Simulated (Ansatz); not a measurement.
# GaSb wire along [110], 24 atoms a period, H-terminated: bands by functional

Aim: is the GaSb wire along [110], 24 atoms a period, H-terminated a metal or a semiconductor?

Method: DFT PBE, plane waves, PAW; relaxation of a wire's period; PAW set soft_1, in the first sound run; inputs show where later runs differ, in Ansatz 0.2.0.

## 1. Set-up

The cell holds 40 atoms: 16 H, 12 Ga and 12 Sb. Its edges and angles: a = 22.695 Å, b = 20.636 Å, c = 4.391 Å, α = 90.0°, β = 90.0°, γ = 90.0°. Vacuum lies along a and b. The structure's axis is c.

## 2. Relaxation of atoms and period

Band widths follow the bond lengths, so the wire is relaxed first. The atoms and the third cell vector are free; the box across stays fixed as vacuum. A Fermi-Dirac smearing is set since the result may be a metal. The pressure printed is a third of the stress's trace over the whole box, vacuum included; only the stress along the axis is relaxed.

input.yaml

```yaml
crystal:
  lattice:
    - [22.695, 0.0, 0.0]
    - [0.0, 20.636, 0.0]
    - [0.0, 0.0, 4.3911331112]
  atoms:
    - { symbol: H, position: [0.149812734, 0.509307362, 0.0] }
    - { symbol: Ga, position: [0.190007201, 0.446792117, 0.0] }
    - { symbol: Sb, position: [0.395228615, 0.553187085, 0.0] }
    - { symbol: Sb, position: [0.395228615, 0.76597702, 0.0] }
    - { symbol: H, position: [0.439747803, 0.835218589, 0.0] }
    - { symbol: Ga, position: [0.463635753, 0.659582053, 0.0] }
    - { symbol: Ga, position: [0.463635753, 0.446792117, 0.0] }
    - { symbol: Sb, position: [0.668857168, 0.553187085, 0.0] }
    - { symbol: Sb, position: [0.668857168, 0.76597702, 0.0] }
    - { symbol: H, position: [0.713376356, 0.835218589, 0.0] }
    - { symbol: Ga, position: [0.737264306, 0.659582053, 0.0] }
    - { symbol: Ga, position: [0.737264306, 0.446792117, 0.0] }
    - { symbol: H, position: [0.213895151, 0.659582053, 0.174601298] }
    - { symbol: H, position: [0.777458773, 0.659582053, 0.293788543] }
    - { symbol: Sb, position: [0.258414339, 0.659582053, 0.5] }
    - { symbol: Sb, position: [0.258414339, 0.446792117, 0.5] }
    - { symbol: H, position: [0.28662701, 0.277881904, 0.5] }
    - { symbol: H, position: [0.28662701, 0.828492266, 0.5] }
    - { symbol: Ga, position: [0.326821477, 0.340397149, 0.5] }
    - { symbol: Ga, position: [0.326821477, 0.553187085, 0.5] }
    - { symbol: Ga, position: [0.326821477, 0.76597702, 0.5] }
    - { symbol: Sb, position: [0.532042892, 0.234002181, 0.5] }
    - { symbol: Sb, position: [0.532042892, 0.659582053, 0.5] }
    - { symbol: Sb, position: [0.532042892, 0.446792117, 0.5] }
    - { symbol: H, position: [0.560255563, 0.828492266, 0.5] }
    - { symbol: H, position: [0.57656208, 0.164760613, 0.5] }
    - { symbol: Ga, position: [0.60045003, 0.340397149, 0.5] }
    - { symbol: Ga, position: [0.60045003, 0.553187085, 0.5] }
    - { symbol: Ga, position: [0.60045003, 0.76597702, 0.5] }
    - { symbol: Sb, position: [0.805671444, 0.446792117, 0.5] }
    - { symbol: H, position: [0.850190632, 0.377550548, 0.5] }
    - { symbol: H, position: [0.850190632, 0.516033686, 0.5] }
    - { symbol: H, position: [0.777458773, 0.659582053, 0.706211457] }
    - { symbol: H, position: [0.213895151, 0.659582053, 0.825398702] }
    - { symbol: H, position: [0.149812734, 0.384276872, 0.0] }
    - { symbol: Sb, position: [0.395228615, 0.340397149, 0.0] }
    - { symbol: H, position: [0.423441287, 0.171486936, 0.0] }
    - { symbol: Ga, position: [0.463635753, 0.234002181, 0.0] }
    - { symbol: Sb, position: [0.668857168, 0.340397149, 0.0] }
    - { symbol: H, position: [0.713376356, 0.27115558, 0.0] }
kpoints:
  mp_grid: { grid: [1, 1, 19] }
scf:
  occupations: { method: fermi_dirac, width: 0.05 }
hamiltonian:
  xc: pbe
  pseudopotentials: { kind: paw, azcp: { folder: soft_1 } }
relax:
  cell: { fix: [a, b, alpha, beta, gamma] }
  max_steps: 45
  f_tol: 0.03
```

The run is started by

```console
$ ansatz run input.yaml --threads 4 --pin off --max-ram 16384MiB --backend cpu --events-out ev --progress --plain --runs-dir out
```

Numbers of over 12 decimals in the logs are rounded to 6 here.

Log:

```text
Engine: ansatz 0.2.0, x86_64-unknown-linux-gnu
Pseudopotentials: kind: paw
Pseudopotential: H, paw, valence charge 1, recommended cutoff 420 eV (normal), soft_1/H.paw.azcp
Pseudopotential: Ga, paw, valence charge 13, recommended cutoff 420 eV (normal), soft_1/Ga.paw.azcp
Pseudopotential: Sb, paw, valence charge 15, recommended cutoff 420 eV (normal), soft_1/Sb.paw.azcp
Functional definition: PBE
  parameter kappa = 0.804
  parameter beta = 0.066725
  exchange = pbe_x(kappa = kappa, mu = beta*pi^2/3)
  correlation = pbe_c(beta = beta)
Crystal: 40 atoms, lattice volume = 2056.517 Å³
Basis set: ecut = 420 eV, 40201 PW (Γ), exchange–correlation on 320×288×60 points (8 copies of the dense FFT grid, shifted against one another)
Bands: 216, of which v1, the nominal top of the filled ones, is band 176 counted from 1 (175 counted from 0)
Symmetry: 2 space group operations
Space group: Pm (ITA 6), of the structure as read, at distance tolerance 1.3e-4 Å
k-points: 10 of 19
Non-local potential: H, projectors of the file, l = 0: 2, l = 1: 1
Non-local potential: Ga, projectors of the file, l = 0: 2, l = 1: 2, l = 2: 3, l = 3: 1
Non-local potential: Sb, projectors of the file, l = 0: 2, l = 1: 2, l = 2: 2, l = 3: 1
PAW form: soft (Blöchl's): semilocal exchange-correlation on the pseudo side does not see the compensation charge
PAW one-centre angular grid: H, 110 points (default); XC on 64 Gauss nodes
PAW one-centre angular grid: Ga, 590 points (default); XC on 64 Gauss nodes
PAW one-centre angular grid: Sb, 590 points (default); XC on 64 Gauss nodes
Initial density: superposition of atomic densities (neutral atoms: chi_scale 0, normalization atom)
Initial wavefunctions: pseudopotential atomic-orbital guess
Functional: x = pbe(κ = 0.804, μ = 0.219515), c = pbe(β = 0.066725)
SCF iter   1: F=—  HF=-123466.559607 eV  |F-HF|=—  |Δ(HF+E_count)|=         —  Δρ=2.96e-2  dr2=2.04e1  ethr=3.10e-3  ⟨swp⟩=6.2  Hψ=8863  notcnv=0  defer=124
preconditioner: auto → Resta (q_TF=auto, 2.033 Å⁻¹)  ε∞=1.9  [insulator: Δε(μ)=0.910 eV  Ē_g=13.087 eV  σ=0.050 eV  W_gap=1.00  n_scr=312 (ndim 8)  ℏωp=12.5 eV  f_vac=0.537  D(μ)=0.00/eV (n_scr^D=0)  ε∞_Penn≈1.9  vacuum switching on, ρ_ref=1.2e-2 e/Å³]
SCF iter   2: F=—  HF=-123461.943332 eV  |F-HF|=—  |Δ(HF+E_count)|=    4.62e0  Δρ=1.29e-2  dr2=5.65e0  ethr=3.10e-3  ⟨swp⟩=3.0  Hψ=3041  notcnv=0  defer=314
preconditioner: auto → LDOS  [metal: Δε(μ)=0.077 eV  Ē_g=13.171 eV  σ=0.050 eV  W_gap=0.36  n_scr=312 (ndim 8)  ℏωp=12.5 eV  f_vac=0.549  D(μ)=2.36/eV (n_scr^D=8)  β→1.0]
SCF iter   3: F=—  HF=-123461.731894 eV  |F-HF|=—  |Δ(HF+E_count)|=   2.11e-1  Δρ=5.00e-3  dr2=4.30e0  ethr=1.60e-3  ⟨swp⟩=3.3  Hψ=3323  notcnv=0  defer=277
SCF iter   4: F=—  HF=-123461.246729 eV  |F-HF|=—  |Δ(HF+E_count)|=   4.85e-1  Δρ=2.57e-3  dr2=1.53e0  ethr=1.22e-3  ⟨swp⟩=3.6  Hψ=4254  notcnv=0  defer=294
SCF iter   5: F=—  HF=-123461.015919 eV  |F-HF|=—  |Δ(HF+E_count)|=   2.31e-1  Δρ=1.02e-3  dr2=7.04e-2  ethr=4.34e-4  ⟨swp⟩=3.9  Hψ=2522  notcnv=0  defer=287
SCF iter   6: F=—  HF=-123461.007086 eV  |F-HF|=—  |Δ(HF+E_count)|=   8.83e-3  Δρ=5.01e-4  dr2=7.39e-3  ethr=2.00e-5  ⟨swp⟩=2.5  Hψ=2750  notcnv=0  defer=280
SCF iter   7: F=—  HF=-123461.007727 eV  |F-HF|=—  |Δ(HF+E_count)|=   6.41e-4  Δρ=1.72e-4  dr2=1.69e-3  ethr=2.10e-6  ⟨swp⟩=2.0  Hψ=3194  notcnv=0  defer=280
SCF iter   8: F=—  HF=-123461.007629 eV  |F-HF|=—  |Δ(HF+E_count)|=   9.79e-5  Δρ=5.78e-5  dr2=1.41e-4  ethr=4.81e-7  ⟨swp⟩=2.0  Hψ=3194  notcnv=0  defer=280
SCF iter   9: F=—  HF=-123461.007634 eV  |F-HF|=—  |Δ(HF+E_count)|=   4.39e-6  Δρ=2.25e-5  dr2=2.93e-5  ethr=4.00e-8  ⟨swp⟩=2.0  Hψ=3224  notcnv=0  defer=280
SCF iter  10: F=—  HF=-123461.007567 eV  |F-HF|=—  |Δ(HF+E_count)|=   6.67e-5  Δρ=1.01e-5  dr2=3.15e-6  ethr=8.33e-9  ⟨swp⟩=2.0  Hψ=2398  notcnv=0  defer=280
SCF iter  11: F=—  HF=-123461.007569 eV  |F-HF|=—  |Δ(HF+E_count)|=   1.82e-6  Δρ=4.30e-6  dr2=7.10e-7  ethr=8.95e-10  ⟨swp⟩=2.0  Hψ=2448  notcnv=0  defer=280
SCF iter  12: F=-123461.007569 eV  HF=-123461.007569 eV  |F-HF|=8.04e-8  |Δ(HF+E_count)|=   5.32e-7  Δρ=1.65e-6  dr2=9.71e-8  ethr=2.84e-11  ⟨swp⟩=3.0  Hψ=8814  notcnv=0
SCF 1 converged in 12 iterations: F = -123461.007569 eV  dr2 = 9.71e-8
  greatest PAW one-centre occupation: 0.995 electrons in one spin orbital (limit 2), on the Sb atom at site 14 (counted from 0), in its partial waves of l = 2
relax step   1: F+E_penalty+E_count = -123461.00756923 eV  Δ(F+E_penalty+E_count) = +0.000e0 eV  max|allowed force component| = 1.077e0 eV/Å  Δτ_max = 0.0000 Å  P = -0.202 GPa  Ω = 2056.517 Å³  fix = [a, b, alpha, beta, gamma]  reactions: a -0.327, b -0.570 GPa; gamma +0.011 GPa/rad  (12 SCF iters, dr2 threshold 1.00e-7 eV, accepted)
Crystal: 40 atoms, lattice volume = 2068.488 Å³
Basis set: ecut = 420 eV, 40477 PW (Γ), exchange–correlation on 320×288×60 points (8 copies of the dense FFT grid, shifted against one another)
Initial density: handed on by an earlier stage of this run
Initial wavefunctions: those handed on with the density
iter 1 solved again at ethr=1.55e-4 eV; its pass at ethr=3.10e-3 eV (dr2=5.45e-1 eV) is discarded
SCF iter   1: F=—  HF=-123461.862719 eV  |F-HF|=—  |Δ(HF+E_count)|=         —  Δρ=6.09e-3  dr2=5.51e-1  ethr=1.55e-4  ⟨swp⟩=5.2  Hψ=9504  notcnv=0
preconditioner: auto → Resta (q_TF=auto, 2.031 Å⁻¹)  ε∞=1.9  [insulator: Δε(μ)=0.332 eV  Ē_g=13.076 eV  σ=0.050 eV  W_gap=0.93  n_scr=308 (ndim 8)  ℏωp=12.4 eV  f_vac=0.573  D(μ)=0.16/eV (n_scr^D=0)  ε∞_Penn≈1.9  vacuum switching on, ρ_ref=1.2e-2 e/Å³]
SCF iter   2: F=—  HF=-123461.760793 eV  |F-HF|=—  |Δ(HF+E_count)|=   1.02e-1  Δρ=3.12e-3  dr2=1.32e-1  ethr=1.55e-4  ⟨swp⟩=7.5  Hψ=3919  notcnv=0  defer=2
SCF iter   3: F=—  HF=-123461.754325 eV  |F-HF|=—  |Δ(HF+E_count)|=   6.47e-3  Δρ=1.32e-3  dr2=5.69e-2  ethr=3.74e-5  ⟨swp⟩=2.8  Hψ=2996  notcnv=0  defer=259
SCF iter   4: F=—  HF=-123461.749312 eV  |F-HF|=—  |Δ(HF+E_count)|=   5.01e-3  Δρ=3.19e-4  dr2=8.84e-3  ethr=1.62e-5  ⟨swp⟩=2.0  Hψ=2371  notcnv=0  defer=259
SCF iter   5: F=—  HF=-123461.748733 eV  |F-HF|=—  |Δ(HF+E_count)|=   5.79e-4  Δρ=1.39e-4  dr2=2.19e-3  ethr=2.51e-6  ⟨swp⟩=2.0  Hψ=2250  notcnv=0  defer=288
SCF iter   6: F=—  HF=-123461.748412 eV  |F-HF|=—  |Δ(HF+E_count)|=   3.21e-4  Δρ=5.39e-5  dr2=9.41e-5  ethr=6.23e-7  ⟨swp⟩=2.0  Hψ=2259  notcnv=0  defer=288
SCF iter   7: F=—  HF=-123461.748425 eV  |F-HF|=—  |Δ(HF+E_count)|=   1.24e-5  Δρ=2.39e-5  dr2=3.12e-5  ethr=2.67e-8  ⟨swp⟩=2.0  Hψ=3031  notcnv=0  defer=288
[...]
SCF iter   7: F=—  HF=-123461.957144 eV  |F-HF|=—  |Δ(HF+E_count)|=   1.49e-6  Δρ=2.14e-7  dr2=5.09e-9  ethr=1.94e-12  ⟨swp⟩=2.4  Hψ=2672  notcnv=0  defer=4
SCF iter   8: F=-123461.957145 eV  HF=-123461.957145 eV  |F-HF|=9.22e-8  |Δ(HF+E_count)|=   4.94e-7  Δρ=7.54e-8  dr2=1.52e-10  ethr=1.00e-12  ⟨swp⟩=3.1  Hψ=7683  notcnv=0
SCF 13 converged in 8 iterations: F = -123461.957145 eV  dr2 = 1.52e-10
relax step  13: F+E_penalty+E_count = -123461.95714467 eV  Δ(F+E_penalty+E_count) = -3.694e-3 eV  max|allowed force component| = 8.836e-3 eV/Å  Δτ_max = 0.0000 Å  P = -0.005 GPa  Ω = 2085.750 Å³  fix = [a, b, alpha, beta, gamma]  reactions: a -0.013, b -0.001 GPa; gamma -0.002 GPa/rad  stress off target by 3.43e-5 GPa on what of the cell is left free  SCF on the basis re-selected at this cell (its energy is not comparable with the rows above)  (8 SCF iters)
basis re-selected at this cell: Δ(F+E_penalty+E_count) = -3.694e-3 eV, ΔP = +0.001 GPa vs the last step (what re-selecting the basis moved, of the pressure what is left beyond the Pulay correction that the steps carried, after the strain that the cell walked since its last selection, with what the two solves' SCF thresholds leave and, on support functions, any second-order correction that the steps lacked; it is no m [...]
SCF converged after 8 iterations
Free energy (F): -123461.957145 eV
Harris-Foulkes:  -123461.957145 eV  (|F-HF|=9.22e-8)
Internal energy: -123461.956919 eV  (E = F + TS)
E sigma→0 (E₀):  -123461.957032 eV
Entropy (-TS):   -0.000225 eV (-0.006 meV/atom)
Fermi energy:    -0.157575 eV
--- Per-component energies (eV) ---
  E_band       = -5881.104024
  E_kinetic    = 3492.579417
  E_local      = -207785.163190  (includes V_loc(G=0)·N_el)
  E_nonlocal   = 3578.950714
  E_hartree    = 102977.984100
  E_xc         = -2065.070395
  E_vxc        = -1914.174090  (∫ρ·V_xc dr)
  E_paw        = -78448.268249  (= ΣΔE_a)
  E_vpaw       = -9209.247955  (= ΣTr[D̂ρ^β])
  E_aug_tail   = -0.015634  (compensation charges beyond the density's cutoff)
  E_ewald      = 54787.046318
  E_smearing   = -0.000225  (= −TS)
  E_closure    = -0.000000  (closes the sum)
  Σ components = -123461.957145   (vs F -123461.957145, Δ=0.00e0)
--- Forces (eV/Å), atoms counted from 1 ---
  atom   1  H      0.00210748    -0.00141905     0.00000000
  atom   2  Ga    -0.00149451    -0.00466113    -0.00000000
  atom   3  Sb    -0.00084548     0.00635523    -0.00000000
  atom   4  Sb     0.00025514     0.00823774     0.00000000
  atom   5  H      0.00170008    -0.00004527     0.00000000
  atom   6  Ga     0.00045225    -0.00542446     0.00000000
  atom   7  Ga     0.00126867    -0.00176199     0.00000000
  atom   8  Sb    -0.00147226     0.00081875    -0.00000000
  atom   9  Sb     0.00074239     0.00283033     0.00000000
  atom  10  H      0.00048307     0.00176916     0.00000000
  atom  11  Ga     0.00253606    -0.00293311     0.00000000
  atom  12  Ga     0.00174629     0.00007335     0.00000000
  atom  13  H     -0.00149002    -0.00305934     0.00107220
  atom  14  H     -0.00128116     0.00155065     0.00131161
  atom  15  Sb     0.00078208     0.00883625     0.00000000
  atom  16  Sb     0.00071288     0.00685684     0.00000000
  atom  17  H      0.00035332    -0.00191383     0.00000000
  atom  18  H     -0.00026824    -0.00117904    -0.00000000
  atom  19  Ga     0.00058665     0.00115931     0.00000000
  atom  20  Ga    -0.00009710    -0.00730544    -0.00000000
  atom  21  Ga     0.00220552    -0.00848371     0.00000000
  atom  22  Sb    -0.00416112    -0.00482691    -0.00000000
  atom  23  Sb    -0.00212304     0.00046103    -0.00000000
  atom  24  Sb    -0.00499557    -0.00039046    -0.00000000
  atom  25  H      0.00231754     0.00199633     0.00000000
  atom  26  H      0.00202632    -0.00055709     0.00000000
  atom  27  Ga     0.00267289     0.00170023     0.00000000
  atom  28  Ga     0.00211071     0.00076101     0.00000000
  atom  29  Ga    -0.00067064    -0.00429918    -0.00000000
  atom  30  Sb    -0.00064791     0.00119759    -0.00000000
  atom  31  H     -0.00083524    -0.00037729    -0.00000000
  atom  32  H     -0.00045781    -0.00122022    -0.00000000
  atom  33  H     -0.00128116     0.00155065    -0.00131161
  atom  34  H     -0.00149002    -0.00305934    -0.00107220
  atom  35  H     -0.00010195     0.00308092    -0.00000000
  atom  36  Sb    -0.00406389     0.00297799    -0.00000000
  atom  37  H      0.00385832     0.00178760     0.00000000
  atom  38  Ga    -0.00089845    -0.00048011    -0.00000000
  atom  39  Sb    -0.00259959    -0.00071899    -0.00000000
  atom  40  H      0.00235722     0.00011261     0.00000000
  max |Σ_I F_I| component: 2.41e-6 eV/Å
--- Stress (GPa, compression-positive) ---
       -0.013111       0.001526      -0.000000
        0.001526      -0.001157       0.000000
       -0.000000       0.000000       0.000034
  P = ⅓ Tr σ = -0.0047 GPa (-0.047 kbar)
--- Relaxed structure (12 steps of the walk, 12 accepted, 1 SCFs on fresh bases) ---
  F+E_penalty+E_count = -123461.95714467 eV   max|allowed force component| = 8.836e-3 eV/Å   (the final SCF, on the basis selected at the relaxed cell)
  cell:  # Å, volume = 2085.7504 Å³
    - [22.695, 0, 0]
    - [0, 20.636, 0]
    - [0, 0, 4.453553]
  atoms:
    - { symbol: H, position: [0.173605, 0.531196, 1.115406441291413e-17] }
    - { symbol: Ga, position: [0.189466, 0.456892, 5.003306537298201e-18] }
    - { symbol: Sb, position: [0.396604, 0.548775, -2.5685602115458266e-18] }
    - { symbol: Sb, position: [0.392488, 0.756555, -5.182495481861131e-18] }
    - { symbol: H, position: [0.436160, 0.824300, -5.963003941843709e-18] }
    - { symbol: Ga, position: [0.466207, 0.653627, -3.3732891081463035e-18] }
    - { symbol: Ga, position: [0.463113, 0.441197, -3.1855196163656057e-18] }
    - { symbol: Sb, position: [0.668130, 0.562213, 4.442737111832895e-18] }
    - { symbol: Sb, position: [0.664957, 0.758100, -4.376349398925077e-18] }
    - { symbol: H, position: [0.704545, 0.829143, -3.4363736714607635e-18] }
    - { symbol: Ga, position: [0.746715, 0.663440, 1.746397520204772e-18] }
    - { symbol: Ga, position: [0.730351, 0.454455, 3.731746864519463e-18] }
    - { symbol: H, position: [0.220160, 0.655951, 0.216012] }
    - { symbol: H, position: [0.778593, 0.659619, 0.308396] }
    - { symbol: Sb, position: [0.270746, 0.652971, 0.5] }
    - { symbol: Sb, position: [0.255758, 0.438310, 0.5] }
    - { symbol: H, position: [0.291352, 0.268509, 0.5] }
    - { symbol: H, position: [0.283862, 0.828275, 0.5] }
    - { symbol: Ga, position: [0.325637, 0.334709, 0.5] }
    - { symbol: Ga, position: [0.329378, 0.536441, 0.5] }
    - { symbol: Ga, position: [0.326521, 0.768696, 0.5] }
    - { symbol: Sb, position: [0.528100, 0.237814, 0.5] }
    - { symbol: Sb, position: [0.533013, 0.660290, 0.5] }
    - { symbol: Sb, position: [0.531327, 0.448014, 0.5] }
    - { symbol: H, position: [0.557911, 0.830435, 0.5] }
    - { symbol: H, position: [0.577090, 0.174241, 0.5] }
    - { symbol: Ga, position: [0.596905, 0.341477, 0.5] }
    - { symbol: Ga, position: [0.600554, 0.553487, 0.5] }
    - { symbol: Ga, position: [0.599150, 0.769311, 0.5] }
    - { symbol: Sb, position: [0.797811, 0.449450, 0.5] }
    - { symbol: H, position: [0.845689, 0.385331, 0.5] }
    - { symbol: H, position: [0.849392, 0.509704, 0.5] }
    - { symbol: H, position: [0.778593, 0.659619, 0.691604] }
    - { symbol: H, position: [0.220160, 0.655951, 0.783988] }
    - { symbol: H, position: [0.141028, 0.402804, 9.400210724015345e-18] }
    - { symbol: Sb, position: [0.393959, 0.337255, -1.9059493206135445e-18] }
    - { symbol: H, position: [0.428095, 0.164274, -4.029789091093331e-18] }
    - { symbol: Ga, position: [0.460591, 0.231366, -1.64186854491657e-18] }
    - { symbol: Sb, position: [0.664626, 0.346972, 3.1641242011662922e-18] }
    - { symbol: H, position: [0.712528, 0.282362, 5.5801848506209556e-18] }
```

Elapsed: 14 min, on 4 threads of Intel Xeon 6975P-C (Granite Rapids), shared host; peak memory 8.4 GiB.

Step by step:

| step | energy less that of the first step (eV) | largest force component (eV/Å) | pressure (GPa) | volume (Å³) |
| --- | --- | --- | --- | --- |
| 1 | 0.0000 | 1.0768 | -0.20 | 2056.52 |
| 2 | -0.7409 | 0.4749 | -0.10 | 2068.49 |
| 3 | -0.9035 | 0.1244 | 0.03 | 2082.06 |
| 4 | -0.9234 | 0.0425 | 0.00 | 2085.41 |
| 5 | -0.9279 | 0.0926 | 0.00 | 2087.04 |
| 6 | -0.9366 | 0.0390 | -0.01 | 2086.75 |
| 7 | -0.9389 | 0.0173 | -0.01 | 2086.11 |
| 8 | -0.9422 | 0.1155 | -0.02 | 2084.97 |
| 9 | -0.9442 | 0.0319 | -0.01 | 2085.09 |
| 10 | -0.9451 | 0.0178 | 0.00 | 2086.10 |
| 11 | -0.9455 | 0.0439 | -0.01 | 2085.96 |
| 12 | -0.9459 | 0.0088 | -0.01 | 2085.75 |
| 13* | -0.9496 | 0.0088 | 0.00 | 2085.75 |

Relaxation steps marked * repeat the geometry before them on a plane-wave basis chosen anew for their cell, so energy and pressure can jump there.

The run keeps the 2 symmetry operations that it works with, so distortions that break them were not tested.

| cell as run | before | after | change |
| --- | --- | --- | --- |
| c (Å) | 4.391 | 4.454 | +1.4 % |

The atoms that moved most (Å, along periodic axes as changes of fractional coordinates times the final cell, across vacuum about the mean position):

| atom | dx | dy | dz | length |
| --- | --- | --- | --- | --- |
| H1 | 0.540 | 0.452 | 0.000 | 0.704 |
| H35 | -0.199 | 0.382 | 0.000 | 0.431 |
| Ga20 | 0.058 | -0.346 | 0.000 | 0.350 |
| Sb15 | 0.280 | -0.136 | 0.000 | 0.311 |
| H34 | 0.142 | -0.075 | -0.184 | 0.245 |
| H13 | 0.142 | -0.075 | 0.184 | 0.245 |
| H5 | -0.081 | -0.225 | 0.000 | 0.240 |
| H10 | -0.200 | -0.125 | 0.000 | 0.236 |

This step gave:

```yaml
energy_at_zero_smearing: -123461.9570 eV
cell_length_along_the_wire: 4.454 Å
```

The cell's length comes to 4.454 Å with spin left out.

[end of part 1 of 2]

[Logs are printed without paths, hosts, clocks, repeated set-up lines and the standing remarks that a program may print on its own settings, such as how far it seeks lower states.]

[Hosts, paths, dates, database ids (printed as entryN), source tags and the programs' standing remarks are cut or masked in the printed files.]
